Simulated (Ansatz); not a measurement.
Two G0W0 runs on WSe2 (layered bulk) (P6_3/mmc).

```yaml
crystal:
  lattice:
    - [3.23068, 0.00000, 0.00000]
    - [-1.61534, 2.79785, 0.00000]
    - [0.00000, 0.00000, 12.41366]
  atoms:
    - { symbol: W, position: [0.33333, 0.66667, 0.25000] }
    - { symbol: Se, position: [0.66667, 0.33333, 0.38541] }
    - { symbol: Se, position: [0.66667, 0.33333, 0.11459] }
    - { symbol: W, position: [0.66667, 0.33333, 0.75000] }
    - { symbol: Se, position: [0.33333, 0.66667, 0.88541] }
    - { symbol: Se, position: [0.33333, 0.66667, 0.61459] }
```

The structure was relaxed with PBEsol-D3(BJ). The runs that relaxed it are not among those shown. Spin-orbit coupling is left out unless a run names it.

The first (Ansatz 0.2.0; start PBEsol, 9×9×2 mesh, 468 empty bands, screening to 150 eV, PAW set soft_1 files; 1 × NVIDIA H100 80GB HBM3 (shared by 6 runs) with 3 threads of AMD EPYC 7R13 (Zen 3), shared host) gave, on its mesh: starting gap 0.83 eV, G0W0 gap 1.13 eV, RPA ε∞ (mean) 13.53, 2.6 min.

The second gave: starting gap 0.83 eV, G0W0 gap 1.04 eV, RPA ε∞ (mean) 13.91, 64 s.

Question: What was changed in the input? Choose among start, files, mesh, bands and cutoff, frequency model or another key.

Changed: empty bands from 468 to 118 and screening cutoff (eV) from 150.0 to 60. The starting gap stayed, which rules out the functional and points to the GW step. Other changes could give like numbers; this is the one that was made.

Limits: not at the basis limit; no spin-orbit coupling.

[Paths, hosts, dates, memory and timing lines, banners, echoed tables and standing remarks are left out of the program output.]

[Logs are printed without paths, hosts, clocks, repeated set-up lines and the standing remarks that a program may print on its own settings, such as how far it seeks lower states.]

[Runs of the session that timed out or met a known fault of the program may be left out.]

[Cells called generated may have been cut or substituted from an entry of the Crystallography Open Database or the Materials Project.]

[Hosts, paths, dates, database ids (printed as entryN), source tags and the programs' standing remarks are cut or masked in the printed files.]
